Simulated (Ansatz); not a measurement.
# Phonons of Ta3BiC antiperovskite, part 2 of 2

The plan: relax Ta3BiC antiperovskite, check its phonons, and, if the lattice is stable, compute its Eliashberg function and ρ(T).

Ansatz 0.2.0; DFT PBE, scalar-relativistic, plane waves, PAW.

So far. Step 2 (Rough relaxation): The largest force is now zero by symmetry and the largest stress component 0.18 GPa. Step 3 (Relaxation): The largest force is now zero by symmetry and the largest stress component 0.0065 GPa, small enough for phonons. The relaxed cell has a = 4.396 Å (conventional setting).

The structure was built from a prototype and need not be the compound's stable phase.

## 4. Phonons: q 2×2×2, k 4×4×4

Couplings are defined for a stable lattice alone, so phonons come first.

The input, input.yaml:

```yaml
crystal:
  lattice:
    - [4.3958763073, 0.0, 0.0]
    - [0.0, 4.3958763073, 0.0]
    - [0.0, 0.0, 4.3958763073]
  atoms:
    - { symbol: Bi, position: [0.0, 0.0, 0.0] }
    - { symbol: Ta, position: [0.5, 0.5, 0.0] }
    - { symbol: Ta, position: [0.5, 0.0, 0.5] }
    - { symbol: Ta, position: [0.0, 0.5, 0.5] }
    - { symbol: C, position: [0.5, 0.5, 0.5] }
kpoints:
  mp_grid: { grid: [4, 4, 4] }
hamiltonian:
  xc: pbe
scf:
  occupations: { method: methfessel_paxton, width: 0.2 }
output:
  eigenvalues: true
phonons:
  method: dfpt
  qmesh: [2, 2, 2]
  temperatures: { t_max: 1000, t_step: 50 }
  qpath:
    path:
      - [[0.0, 0.0, 0.0], [0.0, 0.5, 0.0], [0.5, 0.5, 0.0], [0.0, 0.0, 0.0], [0.5, 0.5, 0.5], [0.0, 0.5, 0.0]]
      - [[0.5, 0.5, 0.5], [0.5, 0.5, 0.0]]
    npoints: 10
```

Command:

```console
ansatz run input.yaml --threads 4 --pin off --max-ram 16384MiB --backend cpu --events-out ev --progress --plain --runs-dir out
```

Numbers of over 12 decimals in the logs are rounded to 6 here.

Output:

```text
[...]
Crystal: 5 atoms, lattice volume = 84.945 Å³
Basis set: ecut = 420 eV, 1647 PW (Γ), exchange–correlation on 60×60×60 points (8 copies of the dense FFT grid, shifted against one another)
Bands: 35, of which v1, the nominal top of the filled ones, is band 29 counted from 1 (28 counted from 0)
Symmetry: 48 space group operations
k-points: 10 of 64
[...]
SCF iter   1: F=—  HF=-42442.965470 eV  |F-HF|=—  |Δ(HF+E_count)|=         —  Δρ=4.11e-3  dr2=1.09e-2  ethr=1.77e-3  ⟨swp⟩=5.2  Hψ=1385  notcnv=0
[...]
SCF iter   8: F=-42442.963077 eV  HF=-42442.963077 eV  |F-HF|=7.28e-12  |Δ(HF+E_count)|=  2.76e-10  S|Δr|=    0.00e0  Δρ=1.04e-7  dr2=9.26e-12  ethr=1.00e-12  ⟨swp⟩=6.8  Hψ=1999  notcnv=0
SCF 1 converged in 8 iterations: F = -42442.963077 eV  dr2 = 9.26e-12
[...]
SCF iter   1: F=—  HF=-42442.963080 eV  |F-HF|=—  |Δ(HF+E_count)|=         —  Δρ=1.67e-7  dr2=4.61e-11  ethr=6.44e-9  ⟨swp⟩=4.6  Hψ=2609  notcnv=0
eigensolver tolerance schedule: the retry pair's looser diagonalisation over-reported the residual by 80882.89 of it (diagonalisation noise at 0.20 of the residual, at the tolerance the schedule requests for it); recorded, not acted on — ethr = c·dr2/N_el stays at c = 1.0e-1
[...]
SCF iter   2: F=-42442.963077 eV  HF=-42442.963077 eV  |F-HF|=1.46e-11  |Δ(HF+E_count)|=   2.28e-6  S|Δr|=    0.00e0  Δρ=7.13e-8  dr2=2.69e-12  ethr=1.00e-12  ⟨swp⟩=4.5  Hψ=1678  notcnv=0
SCF 2 converged in 2 iterations: F = -42442.963077 eV  dr2 = 2.69e-12
[...]
phonons: the bands overlap, so this run is a metal and interpolates without the dipole-dipole term. If the crystal is really an insulator or semiconductor, its LO-TO splitting is missing
NSCF: frozen V_eff on 10 k-points
[...]
DFPT response loops at q = (0, 0, 0) (fractional): preconditioner auto → Kerker (q_TF=auto, 2.560 Å⁻¹) (partly filled bands, converged f_vac=0.000); β = 1.00, the filter's whole step (`scf.mixing.beta` (0.50) is not read by the response loops under this deck's `scf.mixing.preconditioner`; to damp them name `kerker` or `kerker_dos`, under which they read `scf.mixing.beta`, and type it under 1.00, their step now; both keys bind the ground state too); Broyden in place of MSR1
[...]
SCF converged after 8 iterations
Stability not checked: this state was not tested for a lower state beside it, because cold or Methfessel-Paxton smearing, or corrected tetrahedra, fill the levels in a way that the test cannot read (fill_not_monotonic; see scf.lower_state_search)
Free energy (F): -42442.963077 eV
[...]
Internal energy: -42442.978324 eV  (E = F + TS)
E sigma→0 (E₀):  -42442.966889 eV
Entropy (-TS):   0.015246 eV (3.049 meV/atom)
Fermi energy:    17.837198 eV
Step filling:    the computed levels leave a gap of 0.0112 eV = 0.1 smearing widths at the electron count; against every level under it full and every level over it empty, smearing changes F+E_penalty+E_count by +4.178 meV and its σ→0 estimate by +0.367 meV
[...]
--- Band table (eV; the first three rows and the last of 10) ---
  k-point 0: bands = [... 25 lower, 15.1603, 15.1603, 17.5676, 17.5676, 17.5676, 17.8595, 19.1931, 19.1931, ... 2 higher]
  k-point 1: bands = [... 25 lower, 15.3499, 15.3711, 16.3564, 18.2304, 18.2304, 18.6754, 19.3361, 20.2962, ... 2 higher]
  k-point 2: bands = [... 25 lower, 15.5916, 16.4965, 17.5335, 18.1468, 18.2624, 18.8656, 18.8656, 18.9558, ... 2 higher]
  k-point 9: bands = [... 25 lower, 16.9994, 16.9994, 16.9994, 17.6018, 17.6018, 17.6018, 19.1546, 19.9577, ... 2 higher]
--- Phonons (Γ-DFPT): 4 representative perturbations + reference (Σ response iterations 12) ---
  ASR residual: 5.154e-5 → 0.000e0 eV/Å²; symmetrization residual: 2.534e-6 eV/Å²
  ASR residual per site (eV/Å²): 2.61e-5 5.15e-5 5.15e-5 5.15e-5 1.26e-5
  Γ frequencies (cm⁻¹): 0.00 0.00 0.00 94.72 94.72 94.72 96.15 96.15 96.15 127.33 127.33 127.33 591.07 591.07 591.07
--- Phonons (arbitrary-q DFPT): 4 irreducible q on the 2×2×2 mesh ---
  q = [0.0000, 0.0000, 0.0000] (star 1, of the zone-centre solve; hermiticity 2.72e-7, symmetrization 3.67e-13): -0.00 -0.00 0.00 94.72 94.72 94.72 96.15 96.15 96.15 127.33 127.33 127.33 591.07 591.07 591.07
  q = [0.0000, 0.0000, -0.5000] (star 3, 9 solved perturbations in 216 linear systems a pass and spin channel, the states on 27 of 64 k-point pairs; hermiticity 3.78e-7, symmetrization 7.79e-13): -69.43 -69.43 -34.64 -34.64 33.38 56.20 96.07 101.87 101.87 103.92 103.92 122.93 502.67 564.62 564.62
[...]
sum rule: each row above includes the acoustic sum rule's correction from the zone centre's row sums; it moved no ω² by more than (0.53 cm⁻¹)²
  mesh force constants: q→R imaginary residual 5.47e-18; ASR residual 5.154e-5 → 0.000e0 eV/Å²; symmetrization residual 1.243e-14 eV/Å²
  interpolated dispersion: 62 rows × 15 modes
  density of states and harmonic sums: on the 14×14×14 q-mesh, interpolated from the force constants of a 2×2×2 supercell (no non-analytic term)
  largest difference from the sums on the solved wave vectors: F 1.86e-1 eV, S 2.35e-4 and C_V 6.20e-5 eV/K
  zero-point energy: 0.147218 eV/cell   skipped modes (ω ≤ 0): 298, of them read as no rigid motion or as one in doubt: 295 (2.428e0 modes/cell left out, lowest -88.01 cm⁻¹)   left out of the sums: 1.62e-1 of the cell's modes: C_V's classical limit lies that fraction below 3 k_B per atom; for a crystal, a wire or a layer, F and S can be off by more, and a phonons.interpolated_qmesh denser along its periods is the remedy for the sampling
```

It took 49 s on 4 threads of Arm Neoverse V2, shared host; peak memory 0.65 GiB; 3.1 min of CPU time.

Numbers from this step:

- share of imaginary modes in the plain interpolation between solved wavevectors: 0.1642
- highest frequency, solved or plainly interpolated: 591.1 cm⁻¹

Solved on the 2×2×2 mesh alone; all other wavevectors are interpolated. The phonon branches at the labelled points (cm⁻¹):

```tsv
point	branch 1	branch 2	branch 3	branch 4	branch 12	branch 13	branch 14	branch 15
Γ	0	0	0	95	127	591	591	591
halfway	-45	-45	58	64	118	549	578	578
X	-69	-69	-35	-35	123	503	565	565
halfway	-60	-53	35	36	124	484	519	545
M	-59	-40	66	66	135	465	465	525
halfway	-54	-21	54	70	112	534	534	562
Γ	0	0	0	95	127	591	591	591
halfway	-26	-26	16	54	114	516	516	516
R	-88	-88	-88	69	162	413	413	413
halfway	-57	-50	-42	50	130	463	497	498
X	-69	-69	-35	-35	123	503	565	565
jump to R	-88	-88	-88	69	162	413	413	413
halfway	-75	-54	-54	19	146	440	440	475
M	-59	-40	66	66	135	465	465	525
```

Lowest modes at the softest wavevector of the mesh. Modes at q = (0.500, 0.500, 0.500), with each element's share of the kinetic energy (negative means imaginary):

```tsv
mode	frequency (cm⁻¹)	Bi %	Ta %	C %
1	-88.0	0	100	0
2	-88.0	0	100	0
3	-88.0	0	100	0
4	68.7	0	100	0
5	68.7	0	100	0
6	72.1	68	32	0
```

Displacements in mode 1 (-88.0 cm⁻¹), the largest set to 1, in the home cell:
```
Bi1  0.00  0.00  0.00
Ta2 -1.00  0.41  0.00
Ta3  0.06  0.00 -0.41
Ta4  0.00 -0.06  1.00
C5   0.00  0.00  0.00
```

Displacements in mode 6 (72.1 cm⁻¹), the largest set to 1, in the home cell:
```
Bi1 -0.23  1.00 -0.24
Ta2  0.52 -0.12  0.00
Ta3 -0.13  0.00 -0.12
Ta4  0.00 -0.13  0.52
C5   0.00  0.00  0.00
```

Among the solved wavevectors the lowest mode, translations apart, is -88 cm⁻¹, imaginary.

## 5. Lattice stability: q 2×2×2, k 6×6×6

An imaginary mode on so few k-points may come from the sampling, so the phonons are repeated with another k mesh.

input.yaml: that of step 4 with these lines changed.

```diff
@@ -12,3 +12,3 @@
 kpoints:
-  mp_grid: { grid: [4, 4, 4] }
+  mp_grid: { grid: [6, 6, 6] }
 hamiltonian:
```

The mesh is denser.

Output:

```text
[...]
Crystal: 5 atoms, lattice volume = 84.945 Å³
Basis set: ecut = 420 eV, 1647 PW (Γ), exchange–correlation on 60×60×60 points (8 copies of the dense FFT grid, shifted against one another)
Bands: 35, of which v1, the nominal top of the filled ones, is band 29 counted from 1 (28 counted from 0)
Symmetry: 48 space group operations
k-points: 20 of 216
[...]
SCF iter   1: F=—  HF=-42443.003831 eV  |F-HF|=—  |Δ(HF+E_count)|=         —  Δρ=3.72e-3  dr2=8.46e-3  ethr=1.77e-3  ⟨swp⟩=5.2  Hψ=2775  notcnv=0
[...]
SCF iter   8: F=-42443.001940 eV  HF=-42443.001940 eV  |F-HF|=2.18e-11  |Δ(HF+E_count)|=  1.16e-10  S|Δr|=    0.00e0  Δρ=8.99e-8  dr2=5.80e-12  ethr=1.00e-12  ⟨swp⟩=6.3  Hψ=3841  notcnv=0
SCF 1 converged in 8 iterations: F = -42443.001940 eV  dr2 = 5.80e-12
[...]
SCF iter   2: F=-42443.001940 eV  HF=-42443.001940 eV  |F-HF|=1.46e-11  |Δ(HF+E_count)|=   8.78e-7  S|Δr|=    0.00e0  Δρ=9.43e-8  dr2=8.35e-12  ethr=1.00e-12  ⟨swp⟩=5.2  Hψ=3412  notcnv=0
SCF 2 converged in 2 iterations: F = -42443.001940 eV  dr2 = 8.35e-12
[...]
WARN: eigensolver did not converge in 4 slots of this pass, the one above among them; of largest residual over every band (k=12): 1 band(s) unlocked (lowest unlocked band 34, counted from 0; max residual 1.36e-3 eV among the unlocked bands, 1.36e-3 eV over every band); of lowest unlocked band (k=11): band 34
[...]
SCF converged after 8 iterations
[...]
Free energy (F): -42443.001940 eV
[...]
Internal energy: -42442.984091 eV  (E = F + TS)
E sigma→0 (E₀):  -42442.997478 eV
Entropy (-TS):   -0.017849 eV (-3.570 meV/atom)
Fermi energy:    17.874005 eV
[...]
--- Band table (eV; the first three rows and the last of 20) ---
  k-point 0: bands = [... 25 lower, 15.1671, 15.1671, 17.5807, 17.5807, 17.5807, 17.8576, 19.1988, 19.1988, ... 2 higher]
  k-point 1: bands = [... 25 lower, 15.2573, 15.2924, 16.2014, 17.9268, 17.9268, 18.9382, 19.1611, 19.7335, ... 2 higher]
  k-point 2: bands = [... 25 lower, 15.4695, 15.8190, 16.7502, 18.4195, 18.5508, 18.5508, 19.0727, 19.9300, ... 2 higher]
  k-point 19: bands = [... 25 lower, 17.0074, 17.0074, 17.0074, 17.6078, 17.6078, 17.6078, 19.1578, 19.9631, ... 2 higher]
[...]
ASR residual: 5.036e-5 → 0.000e0 eV/Å²; symmetrization residual: 2.223e-6 eV/Å²
  ASR residual per site (eV/Å²): 3.11e-5 5.04e-5 5.04e-5 5.04e-5 3.95e-5
[...]
--- Phonons (arbitrary-q DFPT): 4 irreducible q on the 2×2×2 mesh ---
[...]
interpolated dispersion: 62 rows × 15 modes
[...]
```

Run time: 98 s. Hardware: 4 threads; peak memory 0.89 GiB.

This step gave:

| Property | Result |
| --- | --- |
| share of imaginary modes in the plain interpolation between solved wavevectors | 0.2165 |
| highest frequency, solved or plainly interpolated | 589.9 cm⁻¹ |

Solved on the 2×2×2 mesh alone; all other wavevectors are interpolated. The phonon branches at the labelled points (cm⁻¹):

```tsv
point	branch 1	branch 2	branch 3	branch 4	branch 12	branch 13	branch 14	branch 15
Γ	0	0	0	90	123	590	590	590
halfway	-43	-43	22	30	113	499	572	572
X	-101	-80	-60	-60	115	387	554	554
halfway	-78	-65	-36	-16	119	426	512	538
M	-74	-68	39	57	134	464	464	521
halfway	-54	-48	22	34	104	506	506	555
Γ	0	0	0	90	123	590	590	590
halfway	-34	-26	-26	20	101	498	498	499
R	-80	-80	-80	68	148	402	402	402
halfway	-68	-60	-38	31	123	430	491	491
X	-101	-80	-60	-60	115	387	554	554
jump to R	-80	-80	-80	68	148	402	402	402
halfway	-77	-52	-52	-36	137	434	434	468
M	-74	-68	39	57	134	464	464	521
```

Lowest modes at the softest wavevector of the mesh. Modes at q = (0.000, 0.500, 0.000), with each element's share of the kinetic energy (negative means imaginary):

```tsv
mode	frequency (cm⁻¹)	Bi %	Ta %	C %
1	-100.6	0	92	8
2	-80.1	0	100	0
3	-60.4	0	94	6
4	-60.4	0	94	6
5	-51.9	10	90	0
6	-51.9	10	90	0
```

Displacements in mode 1 (-100.6 cm⁻¹), the largest set to 1, in the home cell:
```
Bi1  0.00  0.00  0.00
Ta2  0.00 -0.61  0.00
Ta3  0.00  0.00  0.00
Ta4  0.00 -0.61  0.00
C5   0.00  1.00  0.00
```

Displacements in mode 5 (-51.9 cm⁻¹), the largest set to 1, in the home cell:
```
Bi1 0.00 0.00 0.31
Ta2 0.00 0.00 0.00
Ta3 0.00 0.00 1.00
Ta4 0.00 0.00 0.00
C5  0.00 0.00 0.00
```

The modes has structure finer than the step of the table below, so its rows give means over 25 cm⁻¹, whole bins alone (the curve runs from -109 to 618 cm⁻¹). Peaks (cm⁻¹: height): Bi 96.9: 0.0972; C 476.0: 0.0203, 512.5: 0.0258, 544.5: 0.0238; Ta -58.4: 0.0586, 78.6: 0.0732.

Phonopy on the run's constants, 13x13x13 mesh, Gaussian sigma 5.2 cm⁻¹. Modes against wavenumber; means over each step; values in 1/cm⁻¹/cell:

```tsv
wavenumber (cm⁻¹)	Bi	C	Ta
-75	1.6e-4	6.6e-4	0.0376
-50	0.00182	0.00150	0.0526
-25	0.00241	5.3e-4	0.0272
0	8.9e-4	1.5e-4	0.00966
25	0.00250	6.6e-4	0.0304
50	0.00676	6.9e-4	0.0507
75	0.0293	9.4e-4	0.0675
100	0.0699	5.6e-4	0.0529
125	0.00615	2.8e-4	0.0225
150	7.4e-6	1.9e-5	0.00179
175	0	0	5.8e-7
200	0	0	0
225	0	0	0
250	0	0	0
275	0	0	0
300	0	0	0
325	0	0	0
350	0	0	0
375	0	7.7e-5	6.3e-6
400	1.1e-6	0.00278	1.3e-4
425	1.8e-5	0.0125	3.5e-4
450	3.0e-5	0.0187	5.1e-4
475	1.9e-5	0.0181	8.1e-4
500	1.0e-5	0.0156	9.3e-4
525	2.8e-6	0.0198	0.00137
550	0	0.0196	0.00139
575	0	0.00651	4.4e-4
600	0	3.8e-4	2.2e-5
```

No LO-TO term; unit eigenvectors of the mass-weighted matrix. Modes at Γ, with each element's share of the kinetic energy:

```tsv
mode	frequency (cm⁻¹)	symmetry	Bi %	Ta %	C %
1	0.0	T1u	27	71	2
2	0.0	T1u	27	71	2
3	0.0	T1u	27	71	2
4	90.4	unnamed	0	100	0
5	90.4	unnamed	0	100	0
6	90.4	unnamed	0	100	0
7	92.1	unnamed	23	73	4
8	92.1	unnamed	23	73	4
9	92.1	unnamed	23	73	4
10	122.6	T1u	50	50	0
11	122.6	T1u	50	50	0
12	122.6	T1u	50	50	0
13	589.9	T1u	0	6	94
14	589.9	T1u	0	6	94
15	589.9	T1u	0	6	94
```

Displacements in mode 5 (90.4 cm⁻¹), the largest set to 1:
```
Bi1  0.00  0.00  0.00
Ta2 -0.56  0.03  0.00
Ta3  0.56  0.00 -1.00
Ta4  0.00 -0.03  1.00
C5   0.00  0.00  0.00
```

Displacements in mode 13 (589.9 cm⁻¹), the largest set to 1:
```
Bi1  0.00  0.00  0.00
Ta2  0.00  0.00  0.01
Ta3  0.00  0.00  0.00
Ta4 -0.06  0.00  0.00
C5   1.00 -0.05 -0.18
```

Among the solved wavevectors the lowest mode, translations apart, is -101 cm⁻¹, imaginary.

## 6. Phonons: Fermi–Dirac smearing of 0.3 eV

The phonons are repeated on the same meshes with a wide Fermi–Dirac smearing, to see whether the soft mode comes from sharp features of the Fermi surface.

input.yaml: that of step 5 with these lines changed.

```diff
@@ -16,3 +16,3 @@
 scf:
-  occupations: { method: methfessel_paxton, width: 0.2 }
+  occupations: { method: fermi_dirac, width: 0.3 }
 output:
```

Output:

```text
band count auto-derived: 39 (N_el = 58.0; filled up to band 29; 35 by the electrons, moments and atoms)
[...]
Crystal: 5 atoms, lattice volume = 84.945 Å³
Basis set: ecut = 420 eV, 1647 PW (Γ), exchange–correlation on 60×60×60 points (8 copies of the dense FFT grid, shifted against one another)
Bands: 39, of which v1, the nominal top of the filled ones, is band 29 counted from 1 (28 counted from 0)
Symmetry: 48 space group operations
k-points: 20 of 216
[...]
SCF iter   1: F=—  HF=-42443.690834 eV  |F-HF|=—  |Δ(HF+E_count)|=         —  Δρ=3.89e-3  dr2=7.71e-3  ethr=1.77e-3  ⟨swp⟩=5.7  Hψ=3091  notcnv=0
[...]
SCF iter   9: F=-42443.688662 eV  HF=-42443.688662 eV  |F-HF|=7.28e-12  |Δ(HF+E_count)|=  7.28e-12  Δρ=3.52e-8  dr2=1.13e-12  ethr=1.00e-12  ⟨swp⟩=6.1  Hψ=3548  notcnv=0
SCF 1 converged in 9 iterations: F = -42443.688662 eV  dr2 = 1.13e-12
[...]
SCF iter   7: F=-42443.688662 eV  HF=-42443.688662 eV  |F-HF|=2.18e-11  |Δ(HF+E_count)|=  2.18e-11  Δρ=1.36e-9  dr2=1.83e-15  ethr=1.00e-12  ⟨swp⟩=1.1  Hψ=1658  notcnv=0
SCF 2 converged in 7 iterations: F = -42443.688662 eV  dr2 = 1.83e-15
[...]
SCF converged after 9 iterations
Free energy (F): -42443.688662 eV
[...]
Internal energy: -42442.429047 eV  (E = F + TS)
E sigma→0 (E₀):  -42443.058854 eV
Entropy (-TS):   -1.259615 eV (-251.923 meV/atom)
Fermi energy:    18.004520 eV
[...]
--- Band table (eV; the first three rows and the last of 20) ---
  k-point 0: bands = [... 25 lower, 15.1611, 15.1611, 17.5925, 17.5925, 17.5925, 17.8647, 19.1939, 19.1939, ... 6 higher]
  k-point 1: bands = [... 25 lower, 15.2512, 15.2930, 16.2065, 17.9325, 17.9325, 18.9336, 19.1670, 19.7322, ... 6 higher]
  k-point 2: bands = [... 25 lower, 15.4630, 15.8163, 16.7498, 18.4157, 18.5494, 18.5494, 19.0736, 19.9256, ... 6 higher]
  k-point 19: bands = [... 25 lower, 17.0064, 17.0064, 17.0064, 17.6016, 17.6016, 17.6016, 19.1585, 19.9583, ... 6 higher]
[...]
ASR residual: 1.654e-3 → 0.000e0 eV/Å²; symmetrization residual: 2.442e-6 eV/Å²
  ASR residual per site (eV/Å²): 2.30e-5 1.65e-3 1.65e-3 1.65e-3 3.81e-4
[...]
--- Phonons (arbitrary-q DFPT): 4 irreducible q on the 2×2×2 mesh ---
[...]
interpolated dispersion: 62 rows × 15 modes
[...]
```

Run time: 1.8 min. Hardware: 4 threads; peak memory 0.93 GiB.

This step gave:

```
share of imaginary modes in the plain interpolation between solved wavevectors : 0.0532
highest frequency, solved or plainly interpolated                              : 585.4 cm⁻¹
```

Solved on the 2×2×2 mesh alone; all other wavevectors are interpolated. Phonon branches along the path, in cm⁻¹:

```tsv
point	branch 1	branch 2	branch 3	branch 4	branch 12	branch 13	branch 14	branch 15
Γ	0	0	0	74	123	585	585	585
halfway	-16	-16	62	66	118	564	581	581
X	-26	-26	46	46	136	542	576	576
halfway	-12	4	60	64	137	552	569	570
M	-37	32	69	69	146	562	562	564
halfway	-18	28	63	75	118	567	567	575
Γ	0	0	0	74	123	585	585	585
halfway	32	32	43	77	124	566	566	566
R	-54	-54	-54	73	165	558	558	558
halfway	-7	12	40	72	142	556	565	565
X	-26	-26	46	46	136	542	576	576
jump to R	-54	-54	-54	73	165	558	558	558
halfway	-46	9	9	75	153	560	560	561
M	-37	32	69	69	146	562	562	564
```

Lowest modes at the softest wavevector of the mesh. Modes at q = (0.500, 0.500, 0.500), with each element's share of the kinetic energy (negative means imaginary):

```tsv
mode	frequency (cm⁻¹)	Bi %	Ta %	C %
1	-54.1	0	100	0
2	-54.1	0	100	0
3	-54.1	0	100	0
4	72.7	74	26	0
5	72.7	74	26	0
6	72.7	74	26	0
```

Displacements in mode 1 (-54.1 cm⁻¹), the largest set to 1, in the home cell (x, y, z of the real part, then of the imaginary part):
```
Bi1  0.00  0.00  0.00  0.00  0.00  0.00
Ta2 -0.39  0.04  0.00  0.16 -0.03  0.00
Ta3  1.00  0.00 -0.04  0.06  0.00  0.03
Ta4  0.00 -1.00  0.39  0.00 -0.06 -0.16
C5   0.00  0.00  0.00  0.00  0.00  0.00
```

Displacements in mode 6 (72.7 cm⁻¹), the largest set to 1, in the home cell:
```
Bi1  0.00 -0.24  1.00
Ta2 -0.11  0.00  0.00
Ta3  0.45  0.00  0.00
Ta4  0.00  0.45 -0.11
C5   0.00  0.00  0.00
```

Among the solved wavevectors the lowest mode, translations apart, is -54.1 cm⁻¹, imaginary.

## 7. Outcome

```
phonon run of the rows without a label of their own : PBE, q 2×2×2, k 6×6×6
softest mode on the q mesh                          : -101 cm⁻¹ at q = (0, 0.5, 0)
highest frequency, solved or plainly interpolated   : 590 cm⁻¹
```

In words: The lattice is dynamically unstable at this level: a mode at q = (0, 0.5, 0) is imaginary, 101i cm⁻¹, so no harmonic coupling constant or resistivity is defined for this structure. These meshes are coarse, and single modes of a metal can move by tens of cm⁻¹ with the k mesh. Spin–orbit coupling, left out here, matters for Bi and Ta. The phonon runs are not spin-polarised. The structure was built by hand as an ordered model, and its stability against other phases was not tested.

[Logs are printed without paths, hosts, clocks, repeated set-up lines and the standing remarks that a program may print on its own settings, such as how far it seeks lower states.]

[Hosts, paths, dates, database ids (printed as entryN), source tags and the programs' standing remarks are cut or masked in the printed files.]
